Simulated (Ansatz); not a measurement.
**CuRhSeO (built on the sites of a database entry of CuRhO2): from the cell to its phonons**

How does CuRhSeO (built on the sites of a database entry of CuRhO2) vibrate, and is this structure a minimum?

Program: Ansatz 0.2.0. Level of theory: DFT PBEsol, scalar-relativistic, plane waves, PAW. Results are calculated unless marked as measured.

Most raw output is cut from this account.

The structure was built from a prototype and need not be the compound's stable phase.

## Step 1: The structure

The structure is trigonal, space group R3m (No. 160). Conventional cell: a = 3.264 Å, b = 3.264 Å, c = 18.221 Å, α = 90.00°, β = 90.00°, γ = 120.00°. Nearest to Cu lie 1 Se at 2.02 Å and 1 O at 2.02 Å. Rh has 3 O at 2.14 Å and 3 Se at 2.14 Å nearest. Nearest to O lie 1 Cu at 2.02 Å and 3 Rh at 2.14 Å. Se has 1 Cu at 2.02 Å and 3 Rh at 2.14 Å nearest. Farther neighbours and most contacts between anions are not listed.

Structure file:

```cif
data_structure
_symmetry_space_group_name_H-M 'R3m:H'
_symmetry_Int_Tables_number 160
_cell_length_a 3.2643
_cell_length_b 3.2643
_cell_length_c 18.2214
_cell_angle_alpha 90.000
_cell_angle_beta 90.000
_cell_angle_gamma 120.000
_cell_volume 168.14
loop_
_atom_site_label
_atom_site_type_symbol
_atom_site_symmetry_multiplicity
_atom_site_Wyckoff_symbol
_atom_site_fract_x
_atom_site_fract_y
_atom_site_fract_z
_atom_site_occupancy
Cu1 Cu 3 a 0.00000 0.00000 0.00000 1
Rh1 Rh 3 a 0.33333 0.66667 0.16667 1
O1 O 3 a 0.00000 0.00000 0.11100 1
Se1 Se 3 a 0.66667 0.33333 0.22233 1
```

## Step 2: Coarse relaxation

The start is far from rest, so a relaxation with loose tolerances brings it close first.

Input file input.yaml:

```yaml
crystal:
  lattice:
    - [1.63213, 0.94231, 6.07381]
    - [-1.63213, 0.94231, 6.07381]
    - [0.0, -1.88462, 6.07381]
  atoms:
    - { symbol: Cu, position: [0.0, 0.0, 0.0] }
    - { symbol: Rh, position: [0.5, 0.5, 0.5] }
    - { symbol: O, position: [0.111, 0.111, 0.111] }
    - { symbol: Se, position: [0.889, 0.889, 0.889] }
kpoints:
  mp_grid: { grid: [9, 9, 9] }
hamiltonian:
  xc: pbesol
scf:
  occupations: { method: gaussian, width: 0.1 }
output:
  forces: true
  stress: true
  eigenvalues: true
relax:
  adjacent_minimum: "off"
  f_tol: 0.05
  max_steps: 80
  cell: { stress_tol: 0.5 }
```

Launch:

```
ansatz run input.yaml --threads 8 --pin off --max-ram 14336MiB --backend cpu --events-out ev --progress --plain --runs-dir out
```

Run time: 26 s. Hardware: 8 threads of AMD EPYC 7R43, shared host; peak memory 0.59 GiB; 3 min of CPU time.

The steps of the relaxation:

| step | energy less that of the first step (eV) | largest force component (eV/Å) | pressure (GPa) | volume (Å³) |
| --- | --- | --- | --- | --- |
| 1 | 0.0000 | 5.7389 | 34.03 | 56.05 |
| 2 | -1.5734 | 1.6181 | -3.14 | 64.19 |
| 3 | -1.6884 | 0.4451 | -0.32 | 63.08 |
| 4 | -1.6929 | 0.0529 | -0.20 | 63.27 |
| 5 | -1.6935 | 0.0160 | -0.07 | 63.16 |
| 6* | -1.7146 | 0.0168 | 0.36 | 63.16 |

Relaxation steps marked * repeat the geometry before them on a plane-wave basis chosen anew for their cell, so energy and pressure can jump there.

Forces are held to the 6 operations that the run works with; a distortion that breaks them can't arise in this run.

| conventional cell, symmetrised | before | after | change |
| --- | --- | --- | --- |
| a (Å) | 3.264 | 3.407 | +4.4 % |
| b (Å) | 3.264 | 3.407 | +4.4 % |
| c (Å) | 18.221 | 18.853 | +3.5 % |
| volume (Å³/atom) | 14.01 | 15.79 | +12.7 % |

The atoms that moved most (Å, as changes of fractional coordinates times the final cell):

| atom | dx | dy | dz | length |
| --- | --- | --- | --- | --- |
| Cu1 | 0.000 | 0.000 | 0.192 | 0.192 |
| Rh2 | 0.000 | 0.000 | -0.140 | 0.140 |
| O3 | 0.000 | 0.000 | -0.110 | 0.110 |
| Se4 | 0.000 | 0.000 | 0.058 | 0.058 |

The relaxed structure:

```cif
data_structure
_symmetry_space_group_name_H-M 'P 1'
_symmetry_Int_Tables_number 1
_cell_length_a 6.5849
_cell_length_b 6.5849
_cell_length_c 6.5849
_cell_angle_alpha 29.983
_cell_angle_beta 29.983
_cell_angle_gamma 29.983
_cell_volume 63.16
loop_
_atom_site_label
_atom_site_type_symbol
_atom_site_fract_x
_atom_site_fract_y
_atom_site_fract_z
_atom_site_occupancy
Cu1 Cu 0.01019 0.01019 0.01019 1
Rh2 Rh 0.49260 0.49260 0.49260 1
O3 O 0.10514 0.10514 0.10514 1
Se4 Se 0.89207 0.89207 0.89207 1
```

This step gave:

```
pressure           : 0.3649 GPa
volume per atom    : 15.79 Å³
gap on the k-mesh  : 0.7521 eV
direct gap on mesh : 0.9474 eV
```

In this step the volume went from 14.01 to 15.79 Å³/atom.

## Step 3: Relaxation

Harmonic phonons are second derivatives at a point where the forces vanish, and they are wanted at zero stress, so atoms and cell are relaxed first.

Input file input.yaml:

```yaml
crystal:
  lattice:
    - [1.7033235841, 0.9834143298, 6.2842755606]
    - [-1.7033235841, 0.9834143298, 6.2842755606]
    - [0.0, -1.9668286596, 6.2842755606]
  atoms:
    - { symbol: Cu, position: [0.0101872865, 0.0101872865, 0.0101872865] }
    - { symbol: Rh, position: [0.4925983471, 0.4925983471, 0.4925983471] }
    - { symbol: O, position: [0.1051421026, 0.1051421026, 0.1051421026] }
    - { symbol: Se, position: [0.8920722638, 0.8920722638, 0.8920722638] }
kpoints:
  mp_grid: { grid: [9, 9, 9] }
hamiltonian:
  xc: pbesol
scf:
  occupations: { method: gaussian, width: 0.02 }
output:
  forces: true
  stress: true
  eigenvalues: true
  write_density: true
  write_potential: true
  elf: true
  volumetric_format: npy
relax:
  adjacent_minimum: "off"
  f_tol: 0.005
  max_steps: 80
  cell: { stress_tol: 0.05 }
```

The job ended after 23 s (8 threads; peak memory 0.7 GiB).

Relaxation path:

| step | energy less that of the first step (eV) | largest force component (eV/Å) | pressure (GPa) | volume (Å³) |
| --- | --- | --- | --- | --- |
| 1 | 0.0000 | 0.0167 | 0.36 | 63.16 |
| 2 | 0.0001 | 0.0140 | 0.02 | 63.37 |
| 3 | 0.0001 | 0.0066 | 0.01 | 63.38 |
| 4 | 0.0001 | 0.0009 | 0.00 | 63.38 |
| 5* | -0.0002 | 0.0009 | 0.01 | 63.38 |

Relaxation steps marked * repeat the geometry before them on a plane-wave basis chosen anew for their cell, so energy and pressure can jump there.

Forces are held to the 6 operations that the run works with; a distortion that breaks them can't arise in this run.

| conventional cell, symmetrised | before | after | change |
| --- | --- | --- | --- |
| a (Å) | 3.407 | 3.413 | +0.2 % |
| b (Å) | 3.407 | 3.413 | +0.2 % |
| c (Å) | 18.853 | 18.850 | -0.0 % |
| volume (Å³/atom) | 15.79 | 15.85 | +0.3 % |

The relaxed structure:

```xyz
4
Lattice="1.7064 0.9852 6.2832 -1.7064 0.9852 6.2832 0.0000 -1.9704 6.2832" Properties=species:S:1:pos:R:3 pbc="T T T"
Cu    0.0000    0.0000    0.1927
Rh    0.0000    0.0000    9.2853
O     0.0000    0.0000    1.9841
Se    0.0000    0.0000   16.8125
```

Numbers from this step:

* pressure: 0.008017 GPa
* gap on the k-mesh: 0.7528 eV
* volume per atom: 15.85 Å³
* direct gap on mesh: 0.9520 eV

ELF in the ac plane of the conventional cell at fractional y = 0.000, with atoms of Cu and Rh and O and Se within 0.2 Å of it. It is the smooth field of the valence electrons, not physical close to the nuclei.

Values, 24 rows by 14 columns, each cell a mean:
```
0.35 0.31 0.26 0.24 0.21 0.16 0.10 0.08 0.12 0.18 0.22 0.24 0.27 0.32
0.68 0.69 0.69 0.63 0.49 0.27 0.12 0.08 0.16 0.36 0.54 0.66 0.69 0.68
0.27 0.41 0.64 0.72 0.65 0.44 0.26 0.21 0.31 0.53 0.69 0.72 0.56 0.35
0.57 0.59 0.60 0.53 0.40 0.29 0.28 0.29 0.28 0.32 0.45 0.57 0.61 0.58
0.16 0.16 0.15 0.15 0.16 0.18 0.20 0.21 0.19 0.17 0.15 0.15 0.15 0.16
0.02 0.02 0.05 0.10 0.18 0.29 0.37 0.39 0.34 0.23 0.14 0.07 0.04 0.02
0.03 0.04 0.05 0.08 0.12 0.16 0.18 0.19 0.17 0.14 0.11 0.07 0.04 0.03
0.07 0.08 0.11 0.14 0.16 0.17 0.17 0.18 0.17 0.17 0.16 0.13 0.09 0.07
0.05 0.06 0.09 0.13 0.17 0.20 0.22 0.22 0.21 0.19 0.16 0.11 0.07 0.05
0.07 0.08 0.12 0.21 0.33 0.44 0.50 0.51 0.48 0.40 0.28 0.17 0.10 0.07
0.29 0.27 0.27 0.37 0.50 0.59 0.62 0.63 0.62 0.57 0.45 0.32 0.26 0.28
0.70 0.64 0.50 0.38 0.33 0.35 0.37 0.36 0.36 0.34 0.33 0.41 0.56 0.67
0.74 0.70 0.56 0.37 0.21 0.16 0.17 0.18 0.17 0.17 0.26 0.44 0.62 0.71
0.36 0.29 0.18 0.13 0.17 0.29 0.39 0.42 0.37 0.25 0.15 0.14 0.22 0.32
0.07 0.07 0.07 0.09 0.12 0.16 0.18 0.19 0.18 0.15 0.11 0.08 0.07 0.07
0.08 0.08 0.11 0.14 0.16 0.17 0.17 0.18 0.17 0.17 0.15 0.13 0.10 0.08
0.06 0.07 0.10 0.14 0.18 0.20 0.21 0.21 0.21 0.19 0.16 0.13 0.09 0.07
0.03 0.04 0.09 0.19 0.32 0.44 0.50 0.52 0.48 0.40 0.27 0.15 0.07 0.03
0.04 0.06 0.15 0.32 0.49 0.62 0.68 0.69 0.66 0.58 0.44 0.26 0.11 0.05
0.08 0.09 0.12 0.20 0.29 0.36 0.40 0.41 0.39 0.34 0.26 0.17 0.11 0.09
0.62 0.60 0.50 0.33 0.19 0.20 0.27 0.30 0.24 0.17 0.23 0.40 0.55 0.61
0.55 0.68 0.78 0.66 0.38 0.15 0.09 0.09 0.10 0.21 0.49 0.72 0.76 0.63
0.43 0.40 0.35 0.27 0.18 0.11 0.06 0.05 0.07 0.13 0.21 0.30 0.37 0.41
0.71 0.54 0.30 0.20 0.17 0.15 0.11 0.09 0.12 0.16 0.18 0.22 0.38 0.61
```
Columns run along a (3.4 Å), rows up along c (18.8 Å), edges of the conventional cell, whose origin can differ from the input's. Atoms in or near the plane, at fractional coordinates: Cu at (0.00, 0.01), Rh at (0.00, 0.49), O at (0.00, 0.11), Se at (0.00, 0.89).

Valence density in the ac plane of the conventional cell at fractional y = 0.000, with atoms of Cu and Rh and O and Se within 0.2 Å of it. It is the smooth field of the valence electrons, not physical close to the nuclei.

Ten steps, logarithmic in the rise over the least value, from '_' (0 e/Å³) to '@' (41 e/Å³), each cell a mean:
```
++++--..______________..--++
==--::..____________....::==
@@##++::....______....--**%%
----::..................::--
________............________
____________......__________
____________________________
______________..____________
____________________________
____________________________
............................
****==--............::--++**
##**++--....______..::==++**
::....__________________....
____________________________
______________..____________
____________________________
____________________________
________............________
________....::::......______
----::..................::--
++++--::..__________..::==++
----::..______________..::--
@@%%++::..__________..--##@@
```
Columns run along a (3.4 Å), rows up along c (18.8 Å), edges of the conventional cell, whose origin can differ from the input's. Atoms in or near the plane, at fractional coordinates: Cu at (0.00, 0.01), Rh at (0.00, 0.49), O at (0.00, 0.11), Se at (0.00, 0.89).

Electrostatic potential energy in the ac plane of the conventional cell at fractional y = 0.000, with atoms of Cu and Rh and O and Se within 0.2 Å of it. With pseudopotentials it is smooth inside the atoms' cores, unlike the true potential.

Ten even steps from '0' (-42 eV) to '9' (16 eV), each cell a mean:
```
34689999999754
66789999998766
77657999986567
66778888888766
99999888889999
99999999999999
99999999999999
99999988899999
99999999999999
99999999999999
88998877889988
01258899987410
00158999997300
78899999999987
99999999999999
99999988899999
99999999999999
99999999999999
99998877789999
99999877889999
67899888889986
02589999999731
56799999999875
00268999998410
```
Columns run along a (3.4 Å; values clipped at the 3rd and 97th percentile), rows up along c (18.8 Å), edges of the conventional cell, whose origin can differ from the input's. Atoms in or near the plane, at fractional coordinates: Cu at (0.00, 0.01), Rh at (0.00, 0.49), O at (0.00, 0.11), Se at (0.00, 0.89).

In this step the volume went from 15.79 to 15.85 Å³/atom.

## Step 4: Tight relaxation

Phonons need a cell at rest on their own settings, so the relaxation is repeated with tight tolerances on forces and stress on the k mesh and occupations of the first response run.

input.yaml, the sections that differ from step 3:

```yaml
crystal:
  lattice:
    - [1.7064332035, 0.9852096694, 6.2832333542]
    - [-1.7064332035, 0.9852096694, 6.2832333542]
    - [0.0, -1.9704193388, 6.2832333542]
  atoms:
    - { symbol: Cu, position: [0.0102210348, 0.0102210348, 0.0102210348] }
    - { symbol: Rh, position: [0.4925944177, 0.4925944177, 0.4925944177] }
    - { symbol: O, position: [0.1052586302, 0.1052586302, 0.1052586302] }
    - { symbol: Se, position: [0.8919259173, 0.8919259173, 0.8919259173] }
scf:
  occupations: { method: fixed }
relax:
  adjacent_minimum: "off"
  f_tol: 0.001
  max_steps: 60
  cell: { stress_tol: 0.01 }
# kpoints, hamiltonian, output: as in step 3
```

Run time: 10 s. Hardware: 8 threads; peak memory 0.68 GiB.

Little changed from the start: no atom moved by 0.005 Å and no cell edge by 0.1 %.

This step gave:

| Item | Value |
| --- | --- |
| pressure | 0.008025 GPa |

Valence density in the ac plane of the conventional cell at fractional y = 0.000, with atoms of Cu and Rh and O and Se within 0.2 Å of it. It is the smooth field of the valence electrons, not physical close to the nuclei.

Values in e/Å³, 24 rows by 14 columns, each cell a mean:
```
 6  4  1  0  0  0  0  0  0  0  0  1  2  5
 3  2  1  0  0  0  0  0  0  0  0  1  1  2
28 16  4  1  1  0  0  0  0  0  1  2  7 21
 2  1  1  1  0  0  0  1  0  0  0  1  1  2
 0  0  0  0  0  0  1  1  0  0  0  0  0  0
 0  0  0  0  0  0  0  0  0  0  0  0  0  0
 0  0  0  0  0  0  0  0  0  0  0  0  0  0
 0  0  0  0  0  0  0  0  0  0  0  0  0  0
 0  0  0  0  0  0  0  0  0  0  0  0  0  0
 0  0  0  0  0  0  0  0  0  0  0  0  0  0
 0  0  0  0  0  0  0  0  0  0  0  0  0  0
 8  6  3  1  1  0  0  0  0  0  1  2  4  7
10  8  4  2  1  0  0  0  0  0  1  2  6  9
 1  1  0  0  0  0  0  0  0  0  0  0  0  1
 0  0  0  0  0  0  0  0  0  0  0  0  0  0
 0  0  0  0  0  0  0  0  0  0  0  0  0  0
 0  0  0  0  0  0  0  0  0  0  0  0  0  0
 0  0  0  0  0  0  0  0  0  0  0  0  0  0
 0  0  0  0  0  0  1  1  1  0  0  0  0  0
 0  0  0  0  0  1  1  1  1  0  0  0  0  0
 2  1  1  0  0  0  0  1  0  0  0  0  1  2
 6  5  2  1  0  0  0  0  0  0  0  1  3  5
 2  2  1  0  0  0  0  0  0  0  0  0  1  2
41 22  5  1  0  0  0  0  0  0  0  2 10 29
```
Columns run along a (3.4 Å), rows up along c (18.8 Å), edges of the conventional cell, whose origin can differ from the input's. Atoms in or near the plane, at fractional coordinates: Cu at (0.00, 0.01), Rh at (0.00, 0.49), O at (0.00, 0.11), Se at (0.00, 0.89).

Electrostatic potential energy in the ac plane of the conventional cell at fractional y = 0.000, with atoms of Cu and Rh and O and Se within 0.2 Å of it. With pseudopotentials it is smooth inside the atoms' cores, unlike the true potential.

Ten even steps from '_' (-42 eV) to '@' (16 eV), each cell a mean:
```
--==**%%@@@@@@@@@@@@@@##++==
****##%%@@@@@@@@@@@@%%##****
####**++##@@@@@@@@%%**++**##
****####%%%%%%%%%%%%%%##****
@@@@@@@@@@%%%%%%%%%%@@@@@@@@
@@@@@@@@@@@@@@@@@@@@@@@@@@@@
@@@@@@@@@@@@@@@@@@@@@@@@@@@@
@@@@@@@@@@@@%%%%%%@@@@@@@@@@
@@@@@@@@@@@@@@@@@@@@@@@@@@@@
@@@@@@@@@@@@@@@@@@@@@@@@@@@@
%%%%@@@@%%%%####%%%%@@@@%%%%
__..::++%%%%@@@@@@%%##==..__
____..++%%@@@@@@@@@@##--____
##%%%%@@@@@@@@@@@@@@@@@@%%##
@@@@@@@@@@@@@@@@@@@@@@@@@@@@
@@@@@@@@@@@@%%%%%%@@@@@@@@@@
@@@@@@@@@@@@@@@@@@@@@@@@@@@@
@@@@@@@@@@@@@@@@@@@@@@@@@@@@
@@@@@@@@%%%%######%%@@@@@@@@
@@@@@@@@@@%%####%%%%@@@@@@@@
**##%%@@@@%%%%%%%%%%@@@@%%**
__::++%%@@@@@@@@@@@@@@##--..
++**##@@@@@@@@@@@@@@@@%%##++
____::**%%@@@@@@@@@@%%==..__
```
Columns run along a (3.4 Å; values clipped at the 3rd and 97th percentile), rows up along c (18.8 Å), edges of the conventional cell, whose origin can differ from the input's. Atoms in or near the plane, at fractional coordinates: Cu at (0.00, 0.01), Rh at (0.00, 0.49), O at (0.00, 0.11), Se at (0.00, 0.89).

ELF in the ac plane of the conventional cell at fractional y = 0.000, with atoms of Cu and Rh and O and Se within 0.2 Å of it. It is the smooth field of the valence electrons, not physical close to the nuclei.

Ten even steps from '_' (0.02) to '@' (0.78), each cell a mean:
```
==----::::....__..::::::----
%%%%%%%%**--..__..==**%%%%%%
--++%%@@%%++--::--**%%@@##==
######**++--------==++######
..........::::::::..........
______..::--======::..______
________....::::::....______
____......::::::::........__
______..::::::::::::....____
____..::==++******++--....__
------==**####%%####++------
@@%%**================++##%%
@@%%##==::..::::::::--++##@@
==--::....--==++==--....::--
________....::::::....______
____......::::::::........__
____....::::::::::::....____
______::--++******==--..____
____..--**##%%%%%%##++--..__
____..::--====++====--::..__
####**==::::----::::::++####
**%%@@%%==..____..::**@@@@%%
++++==--::..______..::--==++
@@**--::::....__....::::==##
```
Columns run along a (3.4 Å), rows up along c (18.8 Å), edges of the conventional cell, whose origin can differ from the input's. Atoms in or near the plane, at fractional coordinates: Cu at (0.00, 0.01), Rh at (0.00, 0.49), O at (0.00, 0.11), Se at (0.00, 0.89).

The largest force component left is 0.90 meV/Å and the pressure is 0.008 GPa, within the tolerances set. The cell now holds 15.85 Å³/atom.

[end of part 1 of 2]

[Logs are printed without paths, hosts, clocks, repeated set-up lines and the standing remarks that a program may print on its own settings, such as how far it seeks lower states.]

[Hosts, paths, dates, database ids (printed as entryN), source tags and the programs' standing remarks are cut or masked in the printed files.]
